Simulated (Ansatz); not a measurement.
Consider CsNbF3 (cubic perovskite) (Pm-3m).

The structure was built from a prototype and need not be the compound's stable phase.

```cif
data_structure
_symmetry_space_group_name_H-M 'P 1'
_symmetry_Int_Tables_number 1
_cell_length_a 4.4215
_cell_length_b 4.4215
_cell_length_c 4.4215
_cell_angle_alpha 90.000
_cell_angle_beta 90.000
_cell_angle_gamma 90.000
_cell_volume 86.44
loop_
_atom_site_label
_atom_site_type_symbol
_atom_site_fract_x
_atom_site_fract_y
_atom_site_fract_z
_atom_site_occupancy
Cs1 Cs 0.00000 0.00000 0.00000 1
Nb2 Nb 0.50000 0.50000 0.50000 1
F3 F 0.50000 0.50000 0.00000 1
F4 F 0.50000 0.00000 0.50000 1
F5 F 0.00000 0.50000 0.50000 1
```

The structure was relaxed with PBE. The structure type comes from a generator and need not be one that this composition takes. The structure was generated from a model, not taken from a measurement. The runs that relaxed it are not among those shown. The program's search for lower electronic states was switched off, so nothing shows that the state found is the lowest. Spin-orbit coupling is left out unless a run names it. PAW set soft_2, made with PBE.

A constrained-RPA run (Ansatz 0.2.0; non-magnetic PBE; Nb t2g, bands v2 to c1, 4×4×4 mesh, medium accuracy) builds 3 functions on bands 1.6 eV wide, with 3.0 electrons in the window. The bare on-site interaction is 12.1 eV and the bare J 0.48 eV.

**Question.** What U and J survive the screening?

On the Nb t2g shell, U = 4.52 eV (37 % of the bare value), U′ = 3.82 eV, J = 0.34 eV.

The parent state is non-magnetic and the interaction static (zero frequency); U depends on the window and the orbitals, so it belongs to this model alone.

[Paths, hosts, dates, memory and timing lines, banners, echoed tables and standing remarks are left out of the program output.]

[Logs are printed without paths, hosts, clocks, repeated set-up lines and the standing remarks that a program may print on its own settings, such as how far it seeks lower states.]

[Runs of the session that timed out or met a known fault of the program may be left out.]

[Hosts, paths, dates, database ids (printed as entryN), source tags and the programs' standing remarks are cut or masked in the printed files.]
